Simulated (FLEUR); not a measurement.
## Collinear magnetic orders of MnF2 with FLEUR

Aim: find out whether MnF2 carries moments, and which collinear order costs least.

Program: FLEUR MaX-R8.1. Level of theory: PBE with U = 4 eV on Mn d; all-electron FLAPW, Dirac cores, scalar-relativistic bands. Results are calculated unless marked as measured.

## (1) Set-up

It takes space group P4_2/mnm (No. 136, tetragonal). Conventional cell: a = 4.874 Å, b = 4.874 Å, c = 3.311 Å, α = 90.00°, β = 90.00°, γ = 90.00°. Nearest to Mn lie 6 F at 2.10 to 2.13 Å. Nearest to F lie 3 Mn at 2.10 to 2.13 Å. Farther neighbours and most contacts between anions are not listed.

Structure file:

```xyz
6
Lattice="4.8738 0.0000 0.0000 0.0000 4.8738 0.0000 0.0000 0.0000 3.3107" Properties=species:S:1:pos:R:3 pbc="T T T"
Mn    0.0000    0.0000    0.0000
Mn    2.4369    2.4369    1.6554
F     1.4880    1.4880    0.0000
F     0.9489    3.9249    1.6554
F     3.3858    3.3858    0.0000
F     3.9249    0.9489    1.6554
```

## (2) Run 1 (ferro ++)

The parallel start is the test of whether parallel moments hold. A Hubbard U acts on the open shell, since semilocal functionals spread its electrons too much.

inpgen writes inp.xml from crystal.txt; cutoffs, mixing, functional, smearing and local orbitals are then set in the file. The k list default-1 (kpts.xml, not shown) is a Γ-centred 8×8×8 mesh; where the ranks do not divide the number of points, some are split in two of half the weight.

inp.xml reads:

```
<?xml version="1.0" encoding="UTF-8" standalone="no"?>
<fleurInput fleurInputVersion="0.39">
   <comment>
      MnF2
   </comment>
   <calculationSetup>
      <cutoffs Kmax="4.29" Gmax="12.9" GmaxXC="12.9" numbands="0"/>
      <scfLoop itmax="120" minDistance="0.0001" maxIterBroyd="15" imix="Anderson" alpha="0.05" precondParam="0.0" spinf="2.0" sdNocoIR="T"/>
      <coreElectrons ctail="T" frcor="F" kcrel="0" coretail_lmax="0"/>
      <xcFunctional name="pbe" relativisticCorrections="F"/>
      <magnetism jspins="2"/>
      <soc l_soc="F" theta="0.0" phi="0.0" spav="F"/>
      <expertModes spex="0" secvar="F"/>
      <geometryOptimization l_f="F" forcealpha="1.0" forcemix="BFGS" epsdisp="0.00001" epsforce="0.00001"/>
      <ldaU l_linMix="F" mixParam="0.05" spinf="1.0"/>
   </calculationSetup>
   <cell>
      <bzIntegration valenceElectrons="58.0" mode="hist" fermiSmearingEnergy="0.00183747">
         <kPointListSelection listName="default-1"/>
         <xi:include xmlns:xi="http://www.w3.org/2001/XInclude" href="kpts.xml"> </xi:include>
      </bzIntegration>
      <xi:include xmlns:xi="http://www.w3.org/2001/XInclude" href="sym.xml"> </xi:include>
      <bulkLattice scale="1.0">
         <bravaisMatrix>
            <row-1>    9.2101471860754796     0.0000000000000000     0.0000000000000000</row-1>
            <row-2>    0.0000000000000000     9.2101471860754796     0.0000000000000000</row-2>
            <row-3>    0.0000000000000000     0.0000000000000000     6.2563162807132198</row-3>
         </bravaisMatrix>
      </bulkLattice>
   </cell>
   <atomSpecies>
      <species name="Manganese 4.501" element="Mn" atomicNumber="25">
         <mtSphere radius="2.48" gridPoints="819" logIncrement="0.015"/>
         <atomicCutoffs lmax="10" lnonsphr="8"/>
         <electronConfig flipSpins="F">
            <coreConfig>(1s1/2) (2s1/2) (2p1/2) (2p3/2)</coreConfig>
            <valenceConfig>(3s1/2) (3p1/2) (3p3/2) (4s1/2) (3d3/2) (3d5/2)</valenceConfig>
            <stateOccupation state="(3d3/2)" spinUp="1.7505" spinDown="0.2495"/>
            <stateOccupation state="(3d5/2)" spinUp="3.0" spinDown="0.0"/>
         </electronConfig>
         <energyParameters s="4" p="4" d="3" f="4"/>
         <ldaU l="2" U="4.0" J="0.0" l_amf="F"/>
         <lo type="SCLO" l="0" n="3" eDeriv="0"/>
         <lo type="SCLO" l="1" n="3" eDeriv="0"/>
      </species>
      <species name="Fluorine (F)" element="F" atomicNumber="9">
         <mtSphere radius="1.4" gridPoints="463" logIncrement="0.023"/>
         <atomicCutoffs lmax="6" lnonsphr="4"/>
         <electronConfig flipSpins="F">
            <coreConfig>(1s1/2)</coreConfig>
            <valenceConfig>(2s1/2) (2p1/2) (2p3/2)</valenceConfig>
            <stateOccupation state="(2p1/2)" spinUp="0.833333" spinDown="0.833333"/>
            <stateOccupation state="(2p3/2)" spinUp="1.666667" spinDown="1.666667"/>
         </electronConfig>
         <energyParameters s="2" p="2" d="3" f="4"/>
      </species>
   </atomSpecies>
   <atomGroups>
      <atomGroup species="Manganese 4.501">
         <relPos label="                   1">.0000000000 .0000000000 .0000000000</relPos>
         <relPos label="                   2">1.000/2.000 1.000/2.000 1.000/2.000</relPos>
         <force calculate="T" relaxXYZ="TTT"/>
      </atomGroup>
      <atomGroup species="Fluorine (F)">
         <relPos label="                   3">.3053000000 .3053000000 .0000000000</relPos>
         <relPos label="                   4">.1947000000 -.1947000000 1.000/2.000</relPos>
         <relPos label="                   5">-.3053000000 -.3053000000 .0000000000</relPos>
         <relPos label="                   6">-.1947000000 .1947000000 1.000/2.000</relPos>
         <force calculate="T" relaxXYZ="TTT"/>
      </atomGroup>
   </atomGroups>
   <output dos="F" band="F" slice="F">
      <bandDOS minEnergy="-.5*Htr" maxEnergy="0.5*Htr" sigma="0.015" storeEVData="T"/>
      <plotting iplot="0" polar="F">
         <plot TwoD="T" vec1="  1.0  0.0  0.0" vec2="  0.0  1.0  0.0" vec3="  0.0  0.0  1.0" zero="  0.0  0.0  0.0" file="plot"/>
      </plotting>
      <moessbauerParams electricFieldGradient="F" isomerShift="F" coreHyperfine="F" valenceHyperfine="F"/>
   </output>
</fleurInput>
```

crystal.txt reads:

```
MnF2
&input film=F cartesian=F /
4.87380000000  0.00000000000  0.00000000000
0.00000000000  4.87380000000  0.00000000000
0.00000000000  0.00000000000  3.31070000000
1.8897261246
1.0 1.0 1.0

6
25 0.00000000000  0.00000000000  0.00000000000 : 4.501
25 0.50000000000  0.50000000000  0.50000000000 : 4.501
9 0.30530000000  0.30530000000  0.00000000000
9 0.19470000000  0.80530000000  0.50000000000
9 0.69470000000  0.69470000000  0.00000000000
9 0.80530000000  0.19470000000  0.50000000000

&kpt div1=8 div2=8 div3=8 gamma=T /
```

Run with:

```console
$ OMP_NUM_THREADS=1 inpgen -f crystal.txt > inpgen.log  # inp.xml is then edited as shown
$ OMP_NUM_THREADS=1 mpirun -n 4 fleur_MPI > fleur.log
```

The log of the run:

```text
Welcome to FLEUR        (www.flapw.de)
      MaX-Release 8.1          (www.max-centre.eu)

 ========== k-point set info ==========
 Selected k-point list: default-1
 k-point list type: mesh
 0 x 0 x 0
 Number of k points: 76

 ------------Calculation Setup---------------------------
 Number of MPI-tasks      :            4
 Number of PE/node        :            4
 Number of OMP-threads    :            1
 k-points in parallel     :            4
 pe's per k-point         :            1
 No of k-point loops      :           19
 Eigenvalue solver        :       lapack
 Number of basis functions:          758
 Approximate size of matrices (H+S) per k-point:         0.009 GB
 --------------------------------------------------------
 no density matrix found ... skipping LDA+U
 Reset of history
 Iteration:     1   Distance:      14.44027526 me/bohr^3
 Iteration:     2   Distance:      13.20336277 me/bohr^3
 Iteration:     3   Distance:      11.73007107 me/bohr^3
 Iteration:     4   Distance:       6.76903685 me/bohr^3
 Iteration:     5   Distance:       2.92955072 me/bohr^3
 Iteration:     6   Distance:       1.68161661 me/bohr^3
 Iteration:     7   Distance:       0.43577290 me/bohr^3
 Iteration:     8   Distance:       0.55550758 me/bohr^3
 Iteration:     9   Distance:       0.06846989 me/bohr^3
 Iteration:    10   Distance:       0.06020458 me/bohr^3
 Iteration:    11   Distance:       0.01318878 me/bohr^3
 Iteration:    12   Distance:       0.01154141 me/bohr^3
 Iteration:    13   Distance:       0.00210648 me/bohr^3
 Iteration:    14   Distance:       0.00047064 me/bohr^3
 Iteration:    15   Distance:       0.00026527 me/bohr^3
 Iteration:    16   Distance:       0.00006728 me/bohr^3

 ********************************************************************
 Run finished successfully
 Stop message:
   all done
 ********************************************************************

--- out.xml (last complete iteration) ---
<iteration numberForCurrentRun="   16" overallNumber="   16">
         [... left out ...]
         <bandgap value="2.5861212686" units="eV"/>
         <sumValenceSingleParticleEnergies value="-36.7487145355" units="Htr"/>
         <FermiEnergy value="0.1140807129" units="Htr"/>
         <valenceDensity>
            <mtCharges spin="1">
               <mtCharge atomType="1" total="9.2190580" s="1.1201177" p="3.1451780" d="4.8905854" f="0.0410613"/>
               <mtCharge atomType="2" total="2.8617577" s="0.8099566" p="2.0491281" d="0.0022800" f="0.0003251"/>
            </mtCharges>
            <mtCharges spin="2">
               <mtCharge atomType="1" total="4.4775905" s="1.0930654" p="3.1227876" d="0.1994194" f="0.0401119"/>
               <mtCharge atomType="2" total="2.8031054" s="0.8031942" p="1.9995362" d="0.0003045" f="0.0000526"/>
            </mtCharges>
            <spinDependentCharge spin="1" total="34.0000000" interstitial="4.1148531" mtSpheres="29.8851469"/>
            <spinDependentCharge spin="2" total="24.0000000" interstitial="3.8323973" mtSpheres="20.1676027"/>
            <totalCharge value="58.0000000000"/>
         </valenceDensity>
         [... left out ...]
         <allElectronCharges>
            <spinDependentCharge spin="1" total="48.0000000" interstitial="4.1148527" mtSpheres="43.8851473"/>
            <spinDependentCharge spin="2" total="38.0000000" interstitial="3.8323968" mtSpheres="34.1676032"/>
            <totalCharge value="85.9999999969"/>
         </allElectronCharges>
         <magneticMomentsInMTSpheres units="muBohr">
            <globalMagMoment atomType="1" vec="0.00000   0.00000   4.74147"/>
            <localMagMoment atomType="1" vec="0.00000   0.00000   4.74147"/>
            <globalMagMoment atomType="2" vec="0.00000   0.00000   0.05865"/>
            <localMagMoment atomType="2" vec="0.00000   0.00000   0.05865"/>
         </magneticMomentsInMTSpheres>
         <moessbauerParams unitsHFF="kG" unitsIS="e/bohr^3" unitsEFG="Htr/bohr^2">
         </moessbauerParams>
         <totalEnergy value="    -2716.9325891495" units="Htr">
            <sumOfEigenvalues value="    -1551.7111964560">
               <coreElectrons value="-1514.9624819204"/>
               <valenceElectrons value="-36.7487145355"/>
            </sumOfEigenvalues>
            <densityCoulombPotentialIntegral value="-4106.9592338056"/>
            <densityEffectivePotentialIntegral value="-4296.6218641068"/>
            <chargeDenXCDenIntegral value="-146.5064438116"/>
            <FockExchangeEnergyValence value="0.0000000000"/>
            <FockExchangeEnergyCore value="0.0000000000"/>
            <atomTypeDependentContributions atomType="1">
               <electronNucleiInteractionDifferentMTs value="2760.8727854145"/>
               <MadelungTerm value="-16.7540184115"/>
            </atomTypeDependentContributions>
            <atomTypeDependentContributions atomType="2">
               <electronNucleiInteractionDifferentMTs value="466.1839825089"/>
               <MadelungTerm value="-18.7517222434"/>
            </atomTypeDependentContributions>
            <dftUCorrection value="-0.7053124923"/>
            <tkbTimesEntropy value="0.0000000000"/>
            <freeEnergy value="-2716.9325891495"/>
            <extrapolationTo0K value="-2716.9325891495"/>
         </totalEnergy>
         <ldaUDensityMatrix>
            <densityMatrixFor spin="1" atomType="1" uIndex="1" l="2" U="4.00000000" J="0.00000000">
               (+0.97506,+0.00000) (+0.00000,+0.00000) (+0.00000,-0.01613) (+0.00000,+0.00000) (-0.01336,+0.00000)
               (+0.00000,+0.00000) (+0.98198,+0.00000) (+0.00000,+0.00000) (+0.00000,+0.01961) (+0.00000,+0.00000)
               (+0.00000,+0.01613) (+0.00000,+0.00000) (+0.97651,+0.00000) (+0.00000,+0.00000) (+0.00000,-0.01613)
               (+0.00000,+0.00000) (+0.00000,-0.01961) (+0.00000,+0.00000) (+0.98198,+0.00000) (+0.00000,+0.00000)
               (-0.01336,+0.00000) (+0.00000,+0.00000) (+0.00000,+0.01613) (+0.00000,+0.00000) (+0.97506,+0.00000)
            </densityMatrixFor>
            <densityMatrixFor spin="2" atomType="1" uIndex="1" l="2" U="4.00000000" J="0.00000000">
               (+0.03573,+0.00000) (+0.00000,+0.00000) (+0.00000,-0.02209) (+0.00000,+0.00000) (-0.02005,+0.00000)
               (+0.00000,+0.00000) (+0.04515,+0.00000) (+0.00000,+0.00000) (+0.00000,+0.02780) (+0.00000,+0.00000)
               (+0.00000,+0.02209) (+0.00000,+0.00000) (+0.03765,+0.00000) (+0.00000,+0.00000) (+0.00000,-0.02209)
               (+0.00000,+0.00000) (+0.00000,-0.02780) (+0.00000,+0.00000) (+0.04515,+0.00000) (+0.00000,+0.00000)
               (-0.02005,+0.00000) (+0.00000,+0.00000) (+0.00000,+0.02209) (+0.00000,+0.00000) (+0.03573,+0.00000)
            </densityMatrixFor>
         </ldaUDensityMatrix>
         <ldaUDensityMatrixConvergence>
            <distance spin="1" distance="0.000000"/>
            <distance spin="2" distance="0.000000"/>
         </ldaUDensityMatrixConvergence>
         <densityConvergence units="me/bohr^3">
            <chargeDensity spin="1" distance="0.0000337427"/>
            <chargeDensity spin="2" distance="0.0000460042"/>
            <overallChargeDensity distance="0.0000672753"/>
            <spinDensity distance="0.0000445414"/>
         </densityConvergence>
      </iteration>
```

Elapsed: 2.5 min, on 4 MPI ranks of Arm Neoverse V1, shared host; peak memory 0.36 GiB.

Spin moment in the muffin-tin sphere by atom:

| atom | spin moment in the muffin-tin sphere (μB) |
| --- | --- |
| Mn1 | 4.74 |
| Mn2 | 4.74 |
| F3 | 0.06 |
| F4 | 0.06 |
| F5 | 0.06 |
| F6 | 0.06 |

Numbers from this step:

```yaml
free_energy: -73931.5021 eV
program_s_band_gap_on_this_mesh_in_a_metal_only_a_level_spacing: 2.586 eV
magnetization: 10 μB
final_state: ferromagnetic
```

After 16 cycles the largest moment stands at 4.74 μB.

(Part 1 of 4 ends here.)

[Logs and program files are shortened in this print: banners, set-up blocks, solver, clock and traceback lines can be left out without a mark of their own.]

[Logs are printed without paths, hosts, clocks, repeated set-up lines and the standing remarks that a program may print on its own settings, such as how far it seeks lower states.]

[Hosts, paths, dates, database ids (printed as entryN), source tags and the programs' standing remarks are cut or masked in the printed files.]

[Where a cell is said to come from a database of computed structures, the database is the Materials Project.]
